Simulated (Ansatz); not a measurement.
# BaC2 (I4/mmm): following an unstable mode, part 3 of 3

Aim: this structure of BaC2 (I4/mmm) is to be tested for unstable modes, and one is followed downhill.

Ansatz 0.2.0; DFT PBEsol, scalar-relativistic, plane waves, PAW.

So far. Step 5 (Energy along the mode, all amplitudes (two of the runs …): The lowest of the steps tried is at 0.08 Å, 0.546 meV/atom below the parent; the bottom of the well need not coincide with a step. Step 7 (The new phase in its own primitive cell): The largest force component left is 0.56 meV/Å and the pressure is 0.004 GPa, within the tolerances set. The cell now holds 22.23 Å³/atom. The relaxed cell has a, b, c = 6.057, 7.010, 6.281 Å (conventional setting).

## Step 8: Modes of the new phase, k-mesh 6×6×4

A relaxed structure may still be a saddle point, so its zone-centre modes are computed. The response to a homogeneous field gives the Born charges and the dielectric tensor, and its change with displacement the Raman tensors.

The input, input.yaml:

```yaml
crystal:
  lattice:
    - [3.0287358352, -3.5051601118, 0.0]
    - [3.0287358352, 3.5051601118, 0.0]
    - [0.0, 0.0, 6.2810171959]
  atoms:
    - { symbol: Ba, position: [0.0, 0.0, 0.0] }
    - { symbol: Ba, position: [0.5, 0.5, 0.5] }
    - { symbol: C, position: [0.91800188, 0.08199812, 0.4585603361] }
    - { symbol: C, position: [0.41800188, 0.58199812, 0.0414396639] }
    - { symbol: C, position: [0.58199812, 0.41800188, 0.9585603361] }
    - { symbol: C, position: [0.08199812, 0.91800188, 0.5414396639] }
kpoints:
  mp_grid: { grid: [6, 6, 4] }
hamiltonian:
  xc: pbesol
scf:
  occupations: { method: fixed }
output:
  eigenvalues: true
phonons:
  method: dfpt
  dielectric: true
  rigid_motions: translations
  raman: true
```

On the command line:

```bash
$ ansatz run input.yaml --threads 4 --pin off --max-ram 7168MiB --backend cpu --events-out ev --progress --plain --runs-dir out
```

Numbers of over 12 decimals in the logs are rounded to 6 here.

What it wrote:

```text
[...]
Crystal: 6 atoms, lattice volume = 133.361 Å³
Basis set: ecut = 420 eV, 2605 PW (Γ), exchange–correlation on 64×64×96 points (8 copies of the dense FFT grid, shifted against one another)
Bands: 24, of which v1, the nominal top of the filled ones, is band 18 counted from 1 (17 counted from 0)
Symmetry: 8 space group operations
k-points: 76 of 144 (irreducible under 1 space group operation, time reversal used)
[...]
SCF iter   1: F=—  HF=-12711.069842 eV  |F-HF|=—  |Δ(HF+E_count)|=         —  Δρ=4.66e-3  dr2=4.16e-2  ethr=1.77e-3  ⟨swp⟩=5.0  Hψ=8426  notcnv=0  defer=279
[...]
SCF iter   8: F=-12711.061690 eV  HF=-12711.061690 eV  |F-HF|=2.18e-11  |Δ(HF+E_count)|=  5.66e-10  Δρ=9.76e-8  dr2=1.64e-11  ethr=1.00e-12  ⟨swp⟩=15.2  Hψ=15204  notcnv=0
SCF 1 converged in 8 iterations: F = -12711.061690 eV  dr2 = 1.64e-11
[...]
NSCF: frozen V_eff on 2 k-points
DFPT response loops at Γ: preconditioner auto → Resta (q_TF=auto, 2.193 Å⁻¹)  ε∞=6.4 (no band partly filled); β = 1.00, the filter's whole step (`scf.mixing.beta` (0.50) is not read by the response loops at its default; to damp them type it under 1.00, their step now; it binds the ground state too); Broyden in place of MSR1
── the response to a field inside a basis, on 8×8×6 k-points: an SCF that follows is theirs, and a resumed run solves both again ──
Bands: 19, of which v1, the nominal top of the filled ones, is band 18 counted from 1 (17 counted from 0)
k-points: 60 of 384
[...]
Eigensolver: Dense (60 Hₖ)
SCF iter   1: F=—  HF=-12711.056361 eV  |F-HF|=—  |Δ(HF+E_count)|=         —  Δρ=1.31e-4  dr2=5.02e-6  ethr=1.00e-1
[...]
SCF iter   5: F=-12711.056364 eV  HF=-12711.056364 eV  |F-HF|=1.64e-11  |Δ(HF+E_count)|=  5.89e-10  Δρ=1.02e-7  dr2=1.84e-11  ethr=1.61e-12
SCF 1 converged in 5 iterations: F = -12711.056364 eV  dr2 = 1.84e-11
[...]
SCF converged after 8 iterations
Free energy (F): -12711.061690 eV
[...]
Internal energy: -12711.061690 eV  (E = F + TS)
E sigma→0 (E₀):  -12711.061690 eV
Fermi energy:    4.998841 eV
[...]
--- Band table (eV; the first three rows and the last of 76) ---
  k-point 0: bands = [... 14 lower, 4.0843, 4.1299, 4.1512, 4.1563, 6.4415, 8.1862, 8.5244, 8.6179, ... 2 higher]
  k-point 1: bands = [... 14 lower, 3.9586, 4.1045, 4.1112, 4.1310, 6.6419, 7.8270, 8.9157, 9.2777, ... 2 higher]
  k-point 2: bands = [... 14 lower, 4.0118, 4.0118, 4.0769, 4.0769, 7.1657, 7.1657, 9.7045, 9.7045, ... 2 higher]
  k-point 75: bands = [... 14 lower, 3.8762, 3.8762, 4.5432, 4.5432, 8.9133, 8.9133, 9.1868, 9.1868, ... 2 higher]
--- Phonons (Γ-DFPT): 6 representative perturbations + reference, on 76 of 144 k-points (Σ response iterations 19) ---
  k mesh reduced under 1 symmetry operation, with k and −k counted as one. Each operation leaves every solved perturbation unchanged. A smaller set is not considered because the run solves the response to a homogeneous field
  ASR residual: 4.852e-5 → 0.000e0 eV/Å²; symmetrization residual: 2.050e-6 eV/Å²
  ASR residual per site (eV/Å²): 1.28e-5 1.28e-5 4.85e-5 4.85e-5 4.85e-5 4.85e-5
  Γ frequencies (cm⁻¹): 0.00 0.00 0.00 57.57 68.32 102.82 121.30 163.54 166.42 179.51 179.54 199.40 204.06 216.88 224.41 261.38 1848.48 1850.54
  ε∞ (high-frequency dielectric tensor):
        3.474005     0.000000     0.000000
        0.000000     4.015467     0.000000
        0.000000     0.000000     3.749000
  ε⁰ (static dielectric tensor: ions relaxed, cell fixed):
       12.122178     0.000000     0.000000
        0.000000    10.327819    -0.000000
        0.000000    -0.000000    11.688960
  ε⁰ − ε∞ (ionic part):
        8.648173     0.000000     0.000000
        0.000000     6.312352    -0.000000
        0.000000    -0.000000     7.939959
  softest optical mode at Γ: 57.57 cm⁻¹; the repairs (sum rule, projections) moved no ω² at Γ by more than (1.40 cm⁻¹)²
  Born effective charges Z* (e; rows j = field, columns β = displacement):
    site 0:
         2.57607    0.00000   -0.00000
         0.00000    2.49853   -0.03820
        -0.00000    0.01623    2.52107
    site 1:
         2.57607    0.00000    0.00000
         0.00000    2.49853    0.03820
        -0.00000   -0.01623    2.52107
    site 2:
        -1.28803    0.00000    0.00000
         0.00000   -1.24927   -0.07399
        -0.00000   -0.08981   -1.26053
    site 3:
        -1.28803   -0.00000   -0.00000
         0.00000   -1.24927    0.07399
         0.00000    0.08981   -1.26053
    site 4:
        -1.28803   -0.00000    0.00000
        -0.00000   -1.24927    0.07399
        -0.00000    0.08981   -1.26053
    site 5:
        -1.28803   -0.00000   -0.00000
         0.00000   -1.24927   -0.07399
         0.00000   -0.08981   -1.26053
  Z* charge neutrality: 1.973e-3 e pre-enforcement
  solved inside a basis spanned on kpoints, on 8×8×6 k-points: ε∞ is read to err by 1.1e-2, Z* by 1.1e-2 e (field_mesh: kpoints solves on kpoints); Z* is corrected for what the basis lacks
  Raman tensors (in the event stream and the table raman_tensors.tsv): an entry may err by 5.6e-2 Å², one of the second-order susceptibility by 6.4e-20 pm/V (basis, points and sum rule); their sum over the sites missed zero by 7.105e-15 Å² ahead of its enforcement
  optical modes at Γ without the LO–TO term, one row a degenerate level:
      ω (cm⁻¹)  modes    IR ((D/Å)²/amu)  static Raman (Å⁴/amu)  depolarisation
         57.57      1             0.0638                 0.0000               —
         68.32      1             0.0000                 0.0000               —
        102.82      1             0.0160                 0.0000               —
        121.30      1             0.0000                31.6666           0.750
        163.54      1             9.9265                 0.0000               —
        166.42      1            14.9764                 0.0000               —
        179.51      1             0.0000                 0.0000               —
        179.54      1            10.1125                 0.0000               —
        199.40      1             0.0000                10.1126           0.750
        204.06      1             4.4155                 0.0000               —
        216.88      1             0.0000               125.9967           0.607
        224.41      1             4.0025                 0.0000               —
        261.38      1             0.0000                10.9910           0.750
       1848.48      1             0.0000              3738.1366           0.051
       1850.54      1             0.0000                87.4659           0.750
  optical modes at Γ + LO–TO along q̂ = [1.0000, 0.0000, 0.0000]:
      ω (cm⁻¹)  modes    IR ((D/Å)²/amu)  static Raman (Å⁴/amu)  depolarisation
         57.57      1             0.0638                 0.0000               —
         68.32      1             0.0000                 0.0000               —
        102.82      1             0.0160                 0.0000               —
        121.30      1             0.0000                31.6666           0.750
        163.54      1             9.9265                 0.0000               —
        179.51      1             0.0000                 0.0000               —
        179.54      1            10.1125                 0.0000               —
        199.40      1             0.0000                10.1126           0.750
        204.06      1             4.4155                 0.0000               —
        216.88      1             0.0000               125.9967           0.607
        224.41      1             4.0025                 0.0000               —
        261.38      1             0.0000                10.9910           0.750
        310.87      1            14.9764                 0.0000               —
       1848.48      1             0.0000              3738.1366           0.051
       1850.54      1             0.0000                87.4659           0.750
  optical modes at Γ + LO–TO along q̂ = [0.0000, 1.0000, 0.0000]:
      ω (cm⁻¹)  modes    IR ((D/Å)²/amu)  static Raman (Å⁴/amu)  depolarisation
         57.57      1             0.0638                 0.0000               —
         68.32      1             0.0000                 0.0000               —
        102.92      1             0.0015                 0.0000               —
        121.30      1             0.0000                31.6666           0.750
        163.54      1             9.9265                 0.0000               —
        166.42      1            14.9764                 0.0000               —
        179.51      1             0.0000                 0.0000               —
        199.40      1             0.0000                10.1126           0.750
        204.06      1             4.4155                 0.0000               —
        209.48      1             0.3710                 0.0000               —
        216.88      1             0.0000               125.9967           0.607
        261.38      1             0.0000                10.9910           0.750
        308.18      1            13.7585                 0.0000               —
       1848.48      1             0.0000              3738.1366           0.051
       1850.54      1             0.0000                87.4659           0.750
  optical modes at Γ + LO–TO along q̂ = [0.0000, 0.0000, 1.0000]:
      ω (cm⁻¹)  modes    IR ((D/Å)²/amu)  static Raman (Å⁴/amu)  depolarisation
         58.28      1             0.0058                 0.0000               —
         68.32      1             0.0000                 0.0000               —
        102.82      1             0.0160                 0.0000               —
        121.30      1             0.0000                31.6666           0.750
        166.42      1            14.9764                 0.0000               —
        179.51      1             0.0000                 0.0000               —
        179.54      1            10.1125                 0.0000               —
        190.32      1             0.2106                 0.0000               —
        199.40      1             0.0000                10.1126           0.750
        216.88      1             0.0000               125.9967           0.607
        224.41      1             4.0025                 0.0000               —
        261.38      1             0.0000                10.9910           0.750
        305.83      1            14.1894                 0.0000               —
       1848.48      1             0.0000              3738.1366           0.051
       1850.54      1             0.0000                87.4659           0.750
```

Elapsed: 5.1 min, on 4 threads of Arm Neoverse V2, shared host; peak memory 2 GiB.

This step gave:

- sum-rule residual before enforcement: 4.85e-5 eV/Å²
- miss of the charge sum rule: 0.001973 e
- estimated error of the dielectric tensor: 0.01112
- estimated error of the Born charges: 0.01110 e
- point group: mmm
- highest optical mode at the zone centre (no LO-TO term): 1851 cm⁻¹
- lowest optical zone-centre mode: 57.57 cm⁻¹
- mean high-frequency dielectric constant: 3.746
- largest Born charge (third of the trace): 2.532 e
- mean static dielectric constant: 11.38
- top of the zone-centre spectrum with the field: 1851 cm⁻¹

Without the LO-TO term. Patterns of degenerate modes are one choice out of their space. The modes at Γ (shares of kinetic energy by element, %):

```
mode  frequency (cm⁻¹)      symmetry  Ba %  C %
   1               0.0      acoustic    85   15
   2               0.0      acoustic    85   15
   3               0.0      acoustic    85   15
   4              57.6           B1u    88   12
   5              68.3            Au    90   10
   6             102.8           B2u    98    2
   7             121.3           B1g     0  100
   8             163.5           B1u    17   83
   9             166.4           B3u    15   85
  10             179.5  not assigned    10   90
  11             179.5  not assigned    12   88
  12             199.4           B2g     0  100
  13             204.1           B1u    10   90
  14             216.9            Ag     0  100
  15             224.4           B2u     4   96
  16             261.4           B3g     0  100
  17            1848.5            Ag     0  100
  18            1850.5           B3g     0  100
```

Displacements in mode 4 (57.6 cm⁻¹), the largest set to 1:
```
Ba1  0.00  1.00 -0.04
Ba2  0.00 -1.00 -0.04
C3   0.00 -0.84  0.21
C4   0.00  0.84  0.21
C5   0.00  0.84  0.21
C6   0.00 -0.84  0.21
```

Displacements in mode 15 (224.4 cm⁻¹), the largest set to 1:
```
Ba1  0.00  0.09  0.04
Ba2  0.00  0.09 -0.04
C3   0.00 -0.52 -1.00
C4   0.00 -0.52  1.00
C5   0.00 -0.52  1.00
C6   0.00 -0.52 -1.00
```

Optical modes at the zone centre, without and with the macroscopic field of the longitudinal modes; each column is sorted by frequency, so a row need not hold one and the same mode. Modes with and without the field, by row:

```
rank among optical modes  no field (cm⁻¹)  q along (1, 0, 0) (cm⁻¹)  q along (0, 1, 0) (cm⁻¹)  q along (0, 0, 1) (cm⁻¹)
                       1             57.6                      57.6                      57.6                      58.3
                       2             68.3                      68.3                      68.3                      68.3
                       3            102.8                     102.8                     102.9                     102.8
                       4            121.3                     121.3                     121.3                     121.3
                       5            163.5                     163.5                     163.5                     166.4
                       6            166.4                     179.5                     166.4                     179.5
                       7            179.5                     179.5                     179.5                     179.5
                       8            179.5                     199.4                     199.4                     190.3
                       9            199.4                     204.1                     204.1                     199.4
                      10            204.1                     216.9                     209.5                     216.9
                      11            216.9                     224.4                     216.9                     224.4
                      12            224.4                     261.4                     261.4                     261.4
                      13            261.4                     310.9                     308.2                     305.8
                      14             1848                      1848                      1848                      1848
                      15             1850                      1850                      1850                      1850
```

Born charge (rows field, columns displacement) (e), principal values of the symmetric part by kind of site:

```
atom  atoms with these values    low  middle   high   mean
 Ba1                        2   2.49    2.53   2.58   2.53
  C3                        4  -1.34   -1.29  -1.17  -1.27
```

In full for Ba1:

```
 2.58  0.00  0.00
 0.00  2.50 -0.04
 0.00  0.02  2.52
```

High-frequency dielectric tensor:

```
3.47 0.00 0.00
0.00 4.02 0.00
0.00 0.00 3.75
```

Static dielectric tensor (ions relaxed, fixed cell):

```
12.12  0.00  0.00
 0.00 10.33  0.00
 0.00  0.00 11.69
```

Transverse modes. Infrared lines, with heights relative to the strongest:

```
position (cm⁻¹)  lines merged  relative intensity
             58             1                 0.4
             68             1                 0.0
            103             1                 0.1
            121             1                 0.0
            164             1                  66
            166             1                 100
            180             2                  68
            199             1                 0.0
            204             1                  29
            217             1                 0.0
            224             1                  27
            261             1                 0.0
           1848             1                 0.0
           1850             1                 0.0
```

Activity x (w_L - w)^4 (n + 1)/w, 532 nm, 300 K; the tensors are static ones, while 532 nm light lies above the computed direct gap, where resonance would change the heights; modes without the macroscopic field alone. Lines of the Raman spectrum (strongest = 100):

```
position (cm⁻¹)  lines merged  relative intensity
             58             1                 0.0
             68             1                 0.0
            103             1                 0.0
            121             1                  43
            164             1                 0.0
            166             1                 0.0
            180             2                 0.0
            199             1                 5.9
            204             1                 0.0
            217             1                  64
            224             1                 0.0
            261             1                 4.2
           1848             1                 100
           1850             1                 2.3
```

Before it was imposed, the acoustic sum rule was missed by 4.9e-5 eV/Å² and the charge sum rule by 0.0020 e. Small misses are needed for a sound result but don't prove that mesh and cutoff are converged. The lowest optical mode is real, 57.6 cm⁻¹.

## Step 9: What came out

| Quantity | Value |
| --- | --- |
| unstable mode of the parent | q = (0, 0, -0.5), 147i cm⁻¹ |
| depth at the lowest point sampled | 0.546 meV/atom |
| largest atomic shift at that point | 0.08 Å |
| space group reached (within 0.01 Å) | Cmce |
| energy gained over the parent (first relaxation, on the mesh of the frozen mode) | 7.64 meV/atom |
| volume per atom, phase reached | 22.2 Å³ |
| gap on the k-mesh, phase reached | 1.44 eV |
| lowest optical zone-centre mode, phase reached | 57.6 cm⁻¹ |
| highest optical mode at the zone centre (no LO-TO term), phase reached | 1851 cm⁻¹ |

Along this mode the structure falls into Cmce, 7.64 meV/atom below the parent. At the parent's cell the well is 0.546 meV/atom deep on the steps tried, with its lowest point at a shift of 0.08 Å. Relaxing atoms and cell changes the gain by +7.10 meV/atom against the lowest step (energies at zero smearing). Most of the total comes from this relaxation. The new phase has no imaginary mode at the zone centre of its cell; other wavevectors were not checked. How so shallow a well moves with the k mesh was not tested. Of the 2 patterns followed to their end from this parent, this one reaches the lowest energy. Each path keeps the symmetry of its pattern, so a lower phase may lie along a pattern not tried. The program warns that the interpolation holds no quadrupole term, so branches close to Γ can be off in this crystal. Spin-orbit coupling is left out, which can matter for the heavy elements here.

[Logs are printed without paths, hosts, clocks, repeated set-up lines and the standing remarks that a program may print on its own settings, such as how far it seeks lower states.]

[Hosts, paths, dates, database ids (printed as entryN), source tags and the programs' standing remarks are cut or masked in the printed files.]
